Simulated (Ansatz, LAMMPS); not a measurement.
# Structural relaxation of amorphous 61SiO2-39B2O3 (mol %) (106 atoms), part 4 of 4

Wanted: the relaxed structure of amorphous 61SiO2-39B2O3 (mol %) (106 atoms) and its electronic structure.

Ansatz 0.2.0; Kohn-Sham DFT, PBE, PAW (set soft_2), plane waves.

The cell: 17 Si, 22 B and 67 O. The quench rate of 100 K/ps is many orders above laboratory rates. The network of bonds at the start is that of the classical potential that made the cell. Sampling is at Γ alone, for a cell whose shortest periodic width is 11 Å.

So far. Step 4 (Cell and atoms relaxed): The relaxation changed the energy by -69.0 meV/atom, and atoms moved by 0.67 Å r.m.s., 2.1 Å at most. Step 7 (Functional HSE06): Forces differ from those of the single point at the relaxed geometry by 172 meV/Å r.m.s.; the pressure by -4.4 GPa and the gap by +1.8 eV. It took 6.2 min and 15 cycles; the reference's time can't be set against it, since the two runs asked for unlike analyses.

## 8. Functional r2SCAN (500 eV)

The meta-GGA r2SCAN uses the kinetic energy density as well as the density and its gradient. Besides, the cutoff goes from 420 to 500 eV.

This step: Kohn-Sham DFT, r2SCAN, PAW (set soft_2), plane waves (Ansatz 0.2.0).

input.yaml reads:

```yaml
crystal:
  lattice:
    - [10.97776, 0.35552, -0.56143]
    - [0.35552, 11.8865, -0.3503]
    - [-0.56143, -0.3503, 10.98997]
  atoms:
    [... the 106 atom lines of step 6 ...]
kpoints:
  mp_grid: { grid: [1, 1, 1] }
hamiltonian:
  xc: r2scan
scf:
  occupations: { method: fermi_dirac, width: 0.025 }
output:
  forces: true
  stress: true
  populations: true
  dos:
    method: { smearing: { sigma: 0.08 } }
    de: 0.05
    projected: { site_lists: { B: [B], O: [O], Si: [Si] } }
  eigenvalues: true
```

Launch:

```bash
> ansatz run input.yaml --threads 4 --pin off --max-ram 8192MiB --backend cpu --events-out ev --progress --plain --runs-dir out
```

Numbers of over 12 decimals in the logs are rounded to 6 here.

What it wrote:

```text
[...]
Crystal: 106 atoms, lattice volume = 1427.707 Å³
Basis set: ecut = 500 eV, 36231 PW (Γ), exchange–correlation on 324×360×324 points (64 copies of the dense FFT grid, shifted against one another)
Bands: 374, of which v1, the nominal top of the filled ones, is band 268 counted from 1 (267 counted from 0)
Symmetry: 1 space group operations
[...]
k-points: 1
[...]
SCF iter   1: F=—  HF=-52511.916737 eV  |F-HF|=—  |Δ(HF+E_count)|=         —  Δρ=7.63e-3  dr2=7.89e-1  dr2_τ=1.09e1  ethr=1.77e-3  ⟨swp⟩=7.0  Hψ=1868  notcnv=0  defer=65
[...]
SCF iter   8: F=—  HF=-52515.093325 eV  |F-HF|=—  |Δ(HF+E_count)|=   3.38e-6  Δρ=6.08e-6  dr2=4.54e-7  dr2_τ=5.18e-8  ethr=3.43e-10  ⟨swp⟩=2.0  Hψ=538  notcnv=0  defer=102
SCF iter   9: F=-52515.093326 eV  HF=-52515.093325 eV  |F-HF|=9.76e-8  |Δ(HF+E_count)|=   2.75e-7  Δρ=1.16e-6  dr2=2.92e-8  dr2_τ=2.10e-9  ethr=1.87e-11  ⟨swp⟩=14.0  Hψ=2513  notcnv=0
SCF 1 converged in 9 iterations: F = -52515.093326 eV  dr2 = 2.92e-8
[...]
SCF converged after 9 iterations
Free energy (F): -52515.093326 eV
[...]
Internal energy: -52515.093326 eV  (E = F + TS)
E sigma→0 (E₀):  -52515.093326 eV
Fermi energy:    3.581257 eV
[...]
Σ components = -52515.093326   (vs F -52515.093326, Δ=0.00e0)
--- Forces (eV/Å), atoms counted from 1 ---
  atom   1  Si    -0.02463636    -0.00129693     0.07122172
  atom   2  Si     0.00446413     0.06513629     0.08210959
  atom   3  Si    -0.00206723     0.02711837     0.04238438
  atom   4  Si    -0.01073303     0.00536982     0.00015955
[...]
atom 106  O     -0.02845878    -0.07313878    -0.29739892
  max |Σ_I F_I| component: 1.15e-4 eV/Å
--- Stress (GPa, compression-positive) ---
       -4.280797       0.055748       0.060369
        0.055751      -4.185305      -0.002090
        0.060370      -0.002084      -3.920192
  P = ⅓ Tr σ = -4.1288 GPa (-41.288 kbar)
--- Band table (eV) ---
[...]
--- Löwdin populations: 106 sites ---
  site symbol       q [e]
     0     Si      2.1318
     1     Si      2.1297
     2     Si      2.1283
[...]
105      O      6.8188
  spilling = 0.011719 (of n_electrons = 536.000000)
```

Wall time 62 s (4 threads of Arm Neoverse V1, shared host); peak memory 3.7 GiB; 4 min of CPU time.

Geometry and reference: those of the single point at the relaxed geometry.

Forces differ from those of the single point at the relaxed geometry by 135 meV/Å r.m.s.; the pressure by -4.1 GPa and the gap by +0.60 eV. It took 62 s and 9 cycles; the reference's time can't be set against it, since the two runs asked for unlike analyses.

## 9. Functional PBEsol

PBEsol restores the gradient expansion of exchange for slowly varying densities and usually gives shorter bonds in solids than PBE.

This step: Kohn-Sham DFT, PBEsol, PAW (set soft_2), plane waves (Ansatz 0.2.0).

input.yaml, as its differences from that of step 8:

```diff
@@ -10,3 +10,3 @@
 hamiltonian:
-  xc: r2scan
+  xc: pbesol
 scf:
```

What it wrote:

```text
[...]
Crystal: 106 atoms, lattice volume = 1427.707 Å³
Basis set: ecut = 420 eV, 27935 PW (Γ), exchange–correlation on 150×160×150 points (8 copies of the dense FFT grid, shifted against one another)
Bands: 374, of which v1, the nominal top of the filled ones, is band 268 counted from 1 (267 counted from 0)
Symmetry: 1 space group operations
[...]
k-points: 1
[...]
SCF iter   1: F=—  HF=-51601.695620 eV  |F-HF|=—  |Δ(HF+E_count)|=         —  Δρ=1.14e-2  dr2=1.46e0  ethr=1.77e-3  ⟨swp⟩=7.0  Hψ=1868  notcnv=0  defer=64
[...]
SCF iter   8: F=—  HF=-51601.288359 eV  |F-HF|=—  |Δ(HF+E_count)|=   4.63e-7  Δρ=5.32e-6  dr2=3.61e-7  ethr=4.84e-10  ⟨swp⟩=2.0  Hψ=541  notcnv=0  defer=101
SCF iter   9: F=-51601.288359 eV  HF=-51601.288359 eV  |F-HF|=3.09e-8  |Δ(HF+E_count)|=   2.38e-7  Δρ=1.22e-6  dr2=3.25e-8  ethr=1.87e-11  ⟨swp⟩=14.0  Hψ=2360  notcnv=0
SCF 1 converged in 9 iterations: F = -51601.288359 eV  dr2 = 3.25e-8
[...]
SCF converged after 9 iterations
Free energy (F): -51601.288359 eV
[...]
Internal energy: -51601.288359 eV  (E = F + TS)
E sigma→0 (E₀):  -51601.288359 eV
Fermi energy:    3.635564 eV
[...]
Σ components = -51601.288359   (vs F -51601.288359, Δ=0.00e0)
--- Forces (eV/Å), atoms counted from 1 ---
  atom   1  Si     0.00943094     0.01801876    -0.02044044
  atom   2  Si    -0.00570476     0.01868088    -0.01874195
  atom   3  Si     0.00318967    -0.00479546     0.00800995
  atom   4  Si    -0.01683062     0.00296347     0.01440444
[...]
atom 106  O     -0.01780634    -0.02999315    -0.10790700
  max |Σ_I F_I| component: 3.03e-5 eV/Å
--- Stress (GPa, compression-positive) ---
       -2.305145       0.075534      -0.011140
        0.075537      -2.197108      -0.008924
       -0.011150      -0.008928      -2.110215
  P = ⅓ Tr σ = -2.2042 GPa (-22.042 kbar)
--- Band table (eV) ---
[...]
--- Löwdin populations: 106 sites ---
  site symbol       q [e]
     0     Si      2.2237
     1     Si      2.2222
     2     Si      2.2214
[...]
105      O      6.7709
  spilling = 0.011842 (of n_electrons = 536.000000)
```

Elapsed: 25 s, on 4 threads; peak memory 1.8 GiB.

Geometry and reference: those of the single point at the relaxed geometry.

Forces differ from those of the single point at the relaxed geometry by 58 meV/Å r.m.s.; the pressure by -2.2 GPa and the gap by -0.046 eV.

## 10. What each setting buys

Differences are against the single point at the relaxed geometry (Kohn-Sham DFT, PBE, PAW (set soft_2), plane waves), whose r.m.s. force component is 0.0044 eV/Å. Times are for 4 threads of Arm Neoverse V1, shared host. The reference's time includes grids, which some other runs skip.

```tsv
run	Δ force, r.m.s. (meV/Å)	Δ pressure (GPa)	Δ gap (eV)	cycles	time	host memory (GiB)
reference	-	-	-	9	26 s	1.8
functional HSE06	172	-4.42	1.80	15	6.2 min	4.4
functional r2SCAN (500 eV)	135	-4.13	0.600	9	62 s	3.7
functional PBEsol	58.1	-2.21	-0.0465	9	25 s	1.8
```

## 11. What came out

```yaml
energy_change_in_the_relaxation: -69.04 meV/atom
r_m_s_displacement: 0.673 Å
largest_displacement: 2.143 Å
free_energy_per_atom: -493.9446 eV/atom
pressure: 0.006053 GPa
r_m_s_force_component: 0.0044 eV/Å
spacing_of_highest_filled_and_lowest_empty_level: 5.509 eV
wall_time_of_the_6_dft_runs: 23 min
```

What this shows: Relaxation lowers the energy by 69.0 meV/atom and moves atoms by 0.67 Å r.m.s.; the r.m.s. force component goes from 0.67 to 0.0044 eV/Å. Displacements are taken in the final cell, so they leave out its strain. By the final cutoffs 1 of 135 bonded pairs parted and 0 joined. The cell shrank by 2.6 % in volume. From the first step to the last the energy fell by 7.319 eV, across changes of basis, and the largest move was 2.14 Å (O47). The O-B bonds change most in mean length: from 1.402 Å (spread 0.024) to 1.375 Å (spread 0.008), and their number from 67 to 66. Counting bonds as in the table, all B atoms have 3, all O atoms have 2 and all Si atoms have 4 bonded neighbours. 100 % of the oxygens bridge two formers (Si and B) and 0 % are non-bridging. The highest filled and lowest empty levels differ by 5.51 eV (at Γ alone); a semilocal functional tends to put such gaps too low. In a disordered cell it changes from sample to sample, and tail or defect levels can set it.

Among the changes of functional, dispersion, potentials or spin set against this reference, functional HSE06 moves the forces most, by 172 meV/Å r.m.s. The gap changes by +1.80 eV with HSE06.

Caveats: The network of bonds at the start is that of the classical potential that made the cell; in DFT 1 of its 135 bonded pairs passed out of the cutoffs and 0 came within them.

[Logs are printed without paths, hosts, clocks, repeated set-up lines and the standing remarks that a program may print on its own settings, such as how far it seeks lower states.]

[Hosts, paths, dates, database ids (printed as entryN), source tags and the programs' standing remarks are cut or masked in the printed files.]
